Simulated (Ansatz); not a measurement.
# Which shape does a chain of Au atoms take?

Several starts are relaxed for a free Au wire one or two atoms wide. Which ends lowest, and how do the shapes conduct?

Set-up. Ansatz 0.2.0, plane waves with PAW datasets at the program's default cutoffs, Fermi-Dirac smearing of 0.05 eV, chains in boxes 7.5 Å wide or more, moments seeded when the perfect chain is relaxed. PBE, no spin-orbit coupling; each start relaxes its atoms and period within its symmetry. Energies are at zero smearing, an atom, against the lowest. Moments are absolute ones, the integral of |ρ↑ − ρ↓|.

What came out:

```tsv
start	end shape	length an atom (Å)	shortest bond (Å)	moment an atom (μB)	energy (meV)	G (G₀)	gap (eV)
triangles	strip of triangles	1.33	2.65	0.00	0	2.00	0.00
zigzag	zigzag	2.34	2.55	0.00	317	1.00	0.00
dimer	straight	2.58	2.58	0.00	535	1.35	0.00
linear	straight	2.58	2.58	0.00	535	1.41	0.00
```

**Answer.** The lowest energy comes from the triangles start, which ends as a strip of triangles, 535 meV an atom under the linear chain with one atom a cell. The next lies 317 meV higher (zigzag start). The conductance runs from 1.00 G₀ (zigzag start) to 2.00 G₀ (triangles start). Error terms of G over 10 %: dimer 38 % and linear 31 %. Starts not in the table: antiparallel.

What the numbers leave out: G is the ballistic value of the perfect, endless wire, half a G₀ a channel and spin, broadened at 300 K; a real contact scatters. Only planar forms with one or two atoms a cell were tried, each within the symmetry of its start; alternating bonds in a zigzag, helices and thicker wires were not. Meshes were fixed at the starting length, so energies are good to 15 or 20 meV and lengths to a few per cent; moments are the relaxation's, and the run that gives G can hold a somewhat different one. A wire pulled between tips is under tension, which favours longer forms than the free minimum. Spin-orbit coupling matters for this element. Series of this kind are told only where this holds: four starts or more, in boxes that share their narrower side and keep the chain far from its images. 25 of 55 did.

[Logs are printed without paths, hosts, clocks, repeated set-up lines and the standing remarks that a program may print on its own settings, such as how far it seeks lower states.]
